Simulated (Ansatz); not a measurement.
# SiC (P6_3mc):C_Si (site 2), thermodynamic levels from a 108-atom cell

Charge states of C_Si (site 2) in SiC (P6_3mc), set against the band edges. Model: a cell of 108 host atoms with 1 Si taken out and 1 C put in.

Program: Ansatz 0.2.0. Level of theory: place-levels on r2SCAN runs: charge-transition levels and formation energies with image-charge correction and potential alignment at the atomic sites; PAW set soft_1. Results are calculated unless marked as measured.

**Measured values to reproduce.**

“Charge spill-out and work function of few-layer graphene on SiC(0001)” (2018, arxiv:1806.04908) quotes from earlier work for SiC, 6H (bulk crystal, literature): band gap (indirect gap, experimental literature value) 3.03 eV [Literature value cited in passing in the theory part; temperature and measurement method …].

Most raw output is cut from this account.

### Step 1. The starting structure

The cell holds 108 atoms: 53 Si and 55 C. Its edges and angles: a = 9.236 Å, b = 9.236 Å, c = 15.108 Å, α = 90.0°, β = 90.0°, γ = 120.0°. It derives from SiC (space group P6_3mc). Nearest the centre at fractional (0.556, 0.444, 0.667): C51 at 0.00 Å, C45 at 1.88 Å, C93 at 1.88 Å, C57 at 1.88 Å, C59 at 1.89 Å, Si15 at 3.08 Å, Si39 at 3.08 Å, Si3 at 3.08 Å.

Screening for the image-charge correction: ε∞ = (7.09, 7.09, 7.35), ε0 = (10.43, 10.43, 10.95), computed on the host (DFPT, PBEsol, on the r2SCAN cell), and a cell off the functional's own equilibrium shifts the ionic part.

The cell's shortest repeat is 9.2 Å.

### Step 2. Charge states

A transition level is the Fermi level at which two charge states cost the same, so each charge needs its own total energy, at its own relaxed structure.

Each atom starts 0.05 Å or so off its site in a random direction: a symmetric start keeps its symmetry, and would miss off-centre moves and Jahn–Teller distortions. Forces are taken at one point at (¼, ¼, ¼). The cell holds 2 electrons more than the neutral one, with a uniform background that keeps it neutral on the whole.

The sampling was tested on the host first: at the k-points planned (1x1x1 shifted 0.25 0.25 0.25) its energy lies -0.041 eV an atom from the dense-mesh value, a large miss, so this sampling is coarse for the host.

One of the inputs; charge, spin and start change from state to state.

Input file qm2.relax/input.yaml:

```yaml
crystal:
  lattice:
    - [9.23599493, 0.0, 0.0]
    - [-4.61799746, 7.99860624, 0.0]
    - [0.0, 0.0, 15.1078644]
  atoms:
    - { symbol: Si, position: [0.11111111, 0.22222222, 0.8329854] }
    - { symbol: Si, position: [0.22222222, 0.11111111, 0.3329854] }
    - { symbol: Si, position: [0.22222222, 0.11111111, 0.66650102] }
[... 11 atom lines left out ...]
    - { symbol: Si, position: [0.22222222, 0.44444444, 0.66650102] }
[... 21 atom lines left out ...]
    - { symbol: Si, position: [0.44444444, 0.22222222, 0.8329854] }
[... 1 atom line left out ...]
    - { symbol: Si, position: [0.55555556, 0.11111111, 0.66650102] }
[... 5 atom lines left out ...]
    - { symbol: C, position: [0.44444444, 0.22222222, 0.70799668] }
[... 3 atom lines left out ...]
    - { symbol: Si, position: [0.44444444, 0.55555556, 0.8329854] }
[... 1 atom line left out ...]
    - { symbol: C, position: [0.55555556, 0.44444444, 0.66650102] }
[... 1 atom line left out ...]
    - { symbol: Si, position: [0.33333333, 0.33333333, 0.49972248] }
[... 1 atom line left out ...]
    - { symbol: C, position: [0.33333333, 0.33333333, 0.87436694] }
[... 1 atom line left out ...]
    - { symbol: C, position: [0.44444444, 0.55555556, 0.70799668] }
[... 1 atom line left out ...]
    - { symbol: C, position: [0.55555556, 0.44444444, 0.54152848] }
[... 3 atom lines left out ...]
    - { symbol: Si, position: [0.55555556, 0.77777778, 0.66650102] }
[... 21 atom lines left out ...]
    - { symbol: Si, position: [0.77777778, 0.55555556, 0.8329854] }
[... 1 atom line left out ...]
    - { symbol: Si, position: [0.88888889, 0.44444444, 0.66650102] }
[... 1 atom line left out ...]
    - { symbol: Si, position: [0.66666667, 0.33333333, 0.49972248] }
[... 1 atom line left out ...]
    - { symbol: C, position: [0.66666667, 0.33333333, 0.87436694] }
[... 1 atom line left out ...]
    - { symbol: C, position: [0.77777778, 0.55555556, 0.70799668] }
[... 5 atom lines left out ...]
    - { symbol: Si, position: [0.88888889, 0.77777778, 0.66650102] }
[... 1 atom line left out ...]
    - { symbol: Si, position: [0.66666667, 0.66666667, 0.49972248] }
[... 1 atom line left out ...]
    - { symbol: C, position: [0.66666667, 0.66666667, 0.87436694] }
[... 4 atom lines left out ...]
    - { symbol: C, position: [0.77777778, 0.88888889, 0.04152848] }
  host:
    repeats: [3, 3, 1]
    atoms:
      - { symbol: Si, position: [0.33333333, 0.66666667, 0.8329854] }
      - { symbol: Si, position: [0.66666667, 0.33333333, 0.3329854] }
      # ... 10 more atoms of the perfect host
total_charge: -2
basis:
  ecutwfc: 500
  xc_grid: 2
hamiltonian:
  xc: r2scan
  pseudopotentials: { kind: paw, azcp: { folder: soft_1 } }
kpoints:
  mp_grid: { grid: [1, 1, 1], shift: [0.25, 0.25, 0.25] }
scf:
  occupations: { method: fixed }
  max_iter: 100
output:
  forces: true
  charged_corrections:
    epsilon: [7.09, 7.09, 7.35]
    static_epsilon: [10.43, 10.43, 10.95]
    defect_position: [0.555556, 0.444444, 0.666501]
relax:
  f_tol: 0.02
  max_steps: 80
  random_displacement: { amplitude: 0.05, seed: 8780 }
checkpoint:
  write: "../qm2.relax.run"
  compress: false
  write_wavefunctions: true
  write_every: 100000
```

Started as:

```bash
$ ansatz run input.yaml --threads 8 --pin off --max-ram 15073MiB --backend cpu --events-out ev --progress --plain --runs-dir out
```

Defect states can disperse in a cell of this size, so the energy is taken again at a 2×2×2 shifted mesh, on the relaxed structure.

The run of this state that the levels use, under r2SCAN:

Input file qm2.point/input.yaml:

```yaml
crystal:
  checkpoint: "../qm2.relax.run"
  host: checkpoint
total_charge: -2
basis:
  ecutwfc: 500
  xc_grid: 2
hamiltonian:
  xc: r2scan
  pseudopotentials: { kind: paw, azcp: { folder: soft_1 } }
kpoints:
  mp_grid: { grid: [2, 2, 2], shift: [0.5, 0.5, 0.5] }
scf:
  occupations: { method: fermi_dirac, width: 0.01 }
  max_iter: 100
output:
  forces: true
  eigenvalues: true
  charged_corrections:
    epsilon: [7.09, 7.09, 7.35]
    static_epsilon: [10.43, 10.43, 10.95]
    defect_position: [0.555556, 0.444444, 0.666501]
  eigenstates: { localisation: true }
  populations: true
  band_densities: [{ bands: [v1, v1] }, { bands: [c1, c1] }]
  write_density: true
  write_potential: true
  volumetric_format: npy
checkpoint:
  read: "../qm2.relax.run"
  write: "../qm2.point.run"
  compress: false
  write_wavefunctions: false
  write_every: 100000
```

Relaxations under r2SCAN at one point at (¼, ¼, ¼); times on 8 threads of Arm Neoverse V1, shared host:

| charge | moment (μB) | occupations | outcome | steps | largest displacement against the far atoms (Å) | time |
| --- | --- | --- | --- | --- | --- | --- |
| −2 | 0 | fixed | converged | 6 | 0.21 | 2 min |
| −1 | 1 | fixed | converged | 6 | 0.21 | 4.5 min |
| 0 | 0 | fixed | converged | 6 | 0.20 | 1.8 min |
| +1 | 1 | fixed | converged | 6 | 0.21 | 4.3 min |
| +2 | 0 | fixed | converged | 7 | 0.21 | 2.2 min |
| −2 | 2 | fixed | converged | 6 | 0.21 | 4.7 min |
| +2 | 2 | fixed | converged | 6 | 0.21 | 4.4 min |

Single points under r2SCAN at a 2×2×2 shifted mesh; times on 8 threads of Arm Neoverse V1, shared host:

| charge | moment (μB) | occupations | outcome | time |
| --- | --- | --- | --- | --- |
| −2 | 0 | fermi-dirac | converged | 2.2 min |
| −1 | 1 | fermi-dirac | converged | 5.4 min |
| 0 | 0 | fermi-dirac | converged | 2 min |
| +1 | 1 | fermi-dirac | converged | 4.4 min |
| +2 | 0 | fermi-dirac | converged | 2.2 min |
| −2 | 2 | fermi-dirac | converged | 4.5 min |
| +2 | 2 | fermi-dirac | converged | 4.5 min |

Distances (Å) from C51 to the nearest atoms after relaxation with r2SCAN:

| charge | moment (μB) | 1. | 2. | 3. | 4. | 5. | 6. |
| --- | --- | --- | --- | --- | --- | --- | --- |
| −2 | 0 | C 1.67 | C 1.69 | C 1.69 | C 1.69 | Si 3.01 | Si 3.02 |
| −2 | 2 | C 1.67 | C 1.69 | C 1.69 | C 1.69 | Si 3.02 | Si 3.02 |
| −1 | 1 | C 1.67 | C 1.69 | C 1.69 | C 1.69 | Si 3.02 | Si 3.03 |
| 0 | 0 | C 1.68 | C 1.69 | C 1.70 | C 1.70 | Si 3.02 | Si 3.03 |
| +1 | 1 | C 1.68 | C 1.68 | C 1.69 | C 1.70 | Si 3.02 | Si 3.03 |
| +2 | 0 | C 1.67 | C 1.68 | C 1.69 | C 1.70 | Si 3.02 | Si 3.03 |
| +2 | 2 | C 1.67 | C 1.68 | C 1.68 | C 1.71 | Si 3.02 | Si 3.03 |

### Step 3. Placing the levels, r2SCAN

A charged cell interacts with its images and the background, and its potential has another zero than the host's. place-levels removes the first by a point-charge model, screened by the static dielectric constant since the ions have relaxed around the charge, and the second by comparing potentials at atoms far from the defect.

The host is a run of the defect-free crystal in the same cutoffs, grids and k-points, so that basis and sampling errors cancel in part in the differences. The host is run in a cell of 12 atoms on a matching mesh. Its band edges are searched through the zone by a band path, so the gap is smaller than, or equal to, that on the mesh. Chemical potentials are energies per atom of Si (diamond) and C (diamond), run with the same functional and cutoff. Carbon is taken as diamond, which semilocal functionals can put about 0.1 eV an atom over graphite.

Input file levels.point.yaml:

```yaml
host:
  run: host.point.run
states: [qm2.point.run, qm1_M1.point.run, q0.point.run, qp1_M1.point.run, qp2.point.run, qm2_M2.point.run, qp2_M2.point.run]
geometry_from:
  qm2.point.run: qm2.relax.run
  qm1_M1.point.run: qm1_M1.relax.run
  q0.point.run: q0.relax.run
  qp1_M1.point.run: qp1_M1.relax.run
  qp2.point.run: qp2.relax.run
  qm2_M2.point.run: qm2_M2.relax.run
  qp2_M2.point.run: qp2_M2.relax.run
  host.point.run: host.relax.run
chemical_potentials:
  Si:
    energy: -639.06578
    dataset: <sha256 of the dataset>
  C:
    energy: -251.553391
    dataset: "<sha256 of the dataset>"
epsilon: [7.09, 7.09, 7.35]
static_epsilon: [10.43, 10.43, 10.95]
vertical:
  - { from: qm2.point.run, to: qm2.point_neutral.run }
  - { from: qm1_M1.point.run, to: qm1_M1.point_neutral.run }
  - { from: qp1_M1.point.run, to: qp1_M1.point_neutral.run }
  - { from: qp2.point.run, to: qp2.point_neutral.run }
  - { from: qm2_M2.point.run, to: qm2_M2.point_neutral.run }
  - { from: qp2_M2.point.run, to: qp2_M2.point_neutral.run }
```

Started as:

```bash
$ ansatz place-levels levels.point.yaml -- --threads 8 --pin off --max-ram 15073MiB
```

Wall time 1.2 s (8 threads of Arm Neoverse V1, shared host).

Levels between the charges placed, in eV above the valence top:

|  | gap (eV) | (+2/+1) | (+1/0) | (0/−1) | (−1/−2) |
| --- | --- | --- | --- | --- | --- |
| r2SCAN | 2.37 | 0.00 | 0.00 | 2.41 | 2.44 |

Corrections by state:

| charge | moment (μB) | image terms and alignment (eV) | band filling (eV) | ε used | over the lowest of its charge, as the program ranks them, band filling apart (eV) |
| --- | --- | --- | --- | --- | --- |
| +2 | 0.0 | 0.107 | -0.594 | principal values (10.43, 10.43, 10.95) | 0.000 |
| +1 | 1.0 | -0.019 | -0.195 | principal values (10.43, 10.43, 10.95) | 0.000 |
| 0 | 0.0 | 0.000 | - | - | 0.000 |
| −1 | 1.0 | 0.191 | -0.389 | principal values (10.43, 10.43, 10.95) | 0.000 |
| −2 | 0.0 | 0.571 | -0.972 | principal values (10.43, 10.43, 10.95) | 0.000 |
| +2 | 2.0 | 0.111 | - | principal values (10.43, 10.43, 10.95) | 0.080 |
| −2 | 2.0 | 0.567 | - | principal values (10.43, 10.43, 10.95) | 0.023 |

The charged structures listed were also run neutral, and place-levels reads from each pair, by the potential or the spins, how wide the charge is by which they differ; that can be the carrier of either run.

| charge | rms radius (Å) | spread where it is widest against the cell (Å) | wide from (Å) | reading |
| --- | --- | --- | --- | --- |
| +2 | 7.2 | 3.31 | 1.39 | wide |
| +1 | 7.1 | 3.34 | 1.39 | wide |
| −1 | 8.6 | 7.10 | 2.62 | wide |
| −2 | 8.8 | 7.30 | 2.62 | wide |

The neutral runs of these pairs need not share the spin of the lowest neutral state, and very wide values only mean spread over the cell.

From the program's caveats on the states, each cut to its opening words:

- charge +2, +1 (1 μB), +2 (2 μB): it parts from the run at its places by a charge that spreads by about 3.3 Å along one vector (1.4 Å or more is wide), by its potential at epsilon [7.09, 7.09, [...]
- charge +2: a band-filling correction moves a carrier to the host's band edge, which changes its energy by -0.594 eV
- charge +2: its alignment with the host at atomic sites is doubtful: the mean over the far sites moves by +0.1537 eV from their farther parts to their nearer, more than [...]
- charge +2: the host's ions (past the first shell or, of a walk that freed a part, those that it held) aren't shown at rest: they stand up to 0.059 Å off their sites, 0.89 [...]
- charge +2: its sublattices stand up to 0.0224 Å off the host's, which by the two runs' forces adds about +0.04 eV to its energy against the host's, and moves the band [...]
- charge +1 (1 μB): a band-filling correction moves a carrier to the host's band edge, which changes its energy by -0.195 eV
- charge +1 (1 μB): its alignment with the host at atomic sites is doubtful: the mean over the far sites moves by +0.0719 eV from their farther parts to their nearer, more than [...]
- charge +1 (1 μB): its moments are held at its close (magnetization.spin_locking), by a field of 0.058 eV a Bohr magneton, and its energy and levels are of the state that this [...]
- charge +1 (1 μB), −1 (1 μB), +2 (2 μB), −2 (2 μB): flagged: stability check not made
- charge −1 (1 μB): it parts from the run at its places by a charge that spreads by about 7.1 Å along one vector (2.6 Å or more is wide), by its potential at epsilon [7.09, 7.09, [...]
- charge −1 (1 μB): a band-filling correction moves a carrier to the host's band edge, which changes its energy by -0.389 eV
- charge −1 (1 μB): its alignment with the host at atomic sites is doubtful: the mean over the far sites moves by -0.0993 eV from their farther parts to their nearer, more than [...]
- charge −1 (1 μB): the host's ions (past the first shell or, of a walk that freed a part, those that it held) aren't shown at rest: they stand up to 0.060 Å off their sites, 1.89 [...]
- charge −1 (1 μB): its sublattices stand up to 0.0164 Å off the host's, which by the two runs' forces adds about +0.02 eV to its energy against the host's, and moves the band [...]

The host's formation energy from the elements is -0.356 eV per atom; it sets how far the chemical potentials can move.

Formation energies (eV), C-rich (Δμ(C) = 0.00 eV, Δμ(Si) = -0.71 eV):

| charge | Fermi level at the valence top | at the conduction bottom |
| --- | --- | --- |
| +2 | 3.18 | 7.91 |
| +1 | 3.18 | 5.54 |
| 0 | 3.18 | 3.18 |
| −1 | 5.59 | 3.22 |
| −2 | 8.03 | 3.29 |

Formation energies (eV), Si-rich (Δμ(Si) = 0.00 eV, Δμ(C) = -0.71 eV):

| charge | Fermi level at the valence top | at the conduction bottom |
| --- | --- | --- |
| +2 | 4.60 | 9.34 |
| +1 | 4.60 | 6.97 |
| 0 | 4.60 | 4.60 |
| −1 | 7.01 | 4.64 |
| −2 | 9.45 | 4.72 |

### Step 4. Effect of the sampling

The relaxations' own energies give the levels at their sampling, for comparison.

Input file levels.relax_mesh.yaml:

```yaml
host:
  run: host.relax.run
states: [qm2.relax.run, qm1_M1.relax.run, q0.relax.run, qp1_M1.relax.run, qp2.relax.run, qm2_M2.relax.run, qp2_M2.relax.run]
chemical_potentials:
  Si:
    energy: -639.06578
    dataset: <sha256 of the dataset>
  C:
    energy: -251.553391
    dataset: "<sha256 of the dataset>"
```

Started as:

```bash
$ ansatz place-levels levels.relax_mesh.yaml -- --threads 8 --pin off --max-ram 15073MiB
```

Elapsed: 0.32 s, on 8 threads.

Levels between neighbouring charges, in eV above the valence top:

|  | gap (eV) | (+2/+1) | (+1/0) | (0/−1) | (−1/−2) |
| --- | --- | --- | --- | --- | --- |
| one point at (¼, ¼, ¼) | 2.38 | 0.00 | -0.02 | 2.42 | 2.45 |
| a 2×2×2 shifted mesh | 2.37 | 0.00 | 0.00 | 2.41 | 2.44 |

Going from one point at (¼, ¼, ¼) to a 2×2×2 shifted mesh moves formation energies against the elements by up to 0.02 eV; band-filling terms, which differ between samplings, are in these energies.

### Step 5. What came out

* gap of the host: 2.37 eV (r2SCAN)
* level (plus 2/plus 1): 0.00 eV above the valence top (-0.40 eV above the valence top without the band-filling term)
* level (plus 1/0): 0.00 eV above the valence top (-0.19 eV above the valence top without the band-filling term)
* level (0/minus 1): 2.41 eV above the valence top, past the conduction bottom (2.80 eV above the valence top without the band-filling term)
* level (minus 1/minus 2): 2.44 eV above the valence top, past the conduction bottom (3.03 eV above the valence top without the band-filling term)
* lowest of the charges placed, just above the valence top (0.02 eV): 0
* lowest of the charges placed, just below the conduction bottom (0.02 eV): 0
* lowest formation energy at mid-gap of the charges run, C-rich: 3.18 eV
* lowest formation energy at mid-gap of the charges run, Si-rich: 4.60 eV

**Reading.** Of the charges placed (−2, −1, 0, +1 and +2), 0 is the lowest from 0.02 eV above the valence top to 0.02 eV below the conduction bottom, a gap of 2.37 eV. States placed: +2 at 0 μB and 2 μB; +1 at 1 μB; 0 at 0 μB; −1 at 1 μB; −2 at 0 μB and 2 μB. Other spin states or structures, where not listed, weren't placed. The program finds carriers beyond a band edge of the host and adds a band-filling term at charge −2 (-0.97 eV), −1 (-0.39 eV), +1 (-0.19 eV) and +2 (-0.59 eV); steps to such a charge show no bound level, and a defect level inside a band would be read the same way. Going from one point at (¼, ¼, ¼) to a 2×2×2 shifted mesh moves formation energies against the elements by up to 0.02 eV; band-filling terms, which differ between samplings, are in these energies. The program doubts the alignment of potentials for at least one state, a sign that the cell is small. Keep in mind: r2SCAN makes the gap too small and tends to spread out bound carriers; force components of up to 0.31 eV/Å remain in a run at the final settings.

Comparison with the measured values:

```
                             quantity  measured           r2SCAN
band gap (least gap of the host) (eV)      3.03  2.37 (-0.66 eV)
```

Measured values from arxiv:1806.04908 (2018).

How well it matches: The band gap is off by -0.66 eV: a clear miss. Local and semilocal functionals usually give gaps below the measured ones. Zero-point and thermal motion shift the measured gap.

[Logs are printed without paths, hosts, clocks, repeated set-up lines and the standing remarks that a program may print on its own settings, such as how far it seeks lower states.]

[Hosts, paths, dates, database ids (printed as entryN), source tags and the programs' standing remarks are cut or masked in the printed files.]

[Where a table of states has a column of steps, it counts the stored structures, which are thinned; the runs took as many ionic steps or more.]

[A defect's name tells the site on which it was built; relaxed atoms can leave that site.]

[For some hosts the program warned that the k-mesh of the response run may be too coarse for force constants and the static dielectric constant; such warnings are not shown here.]
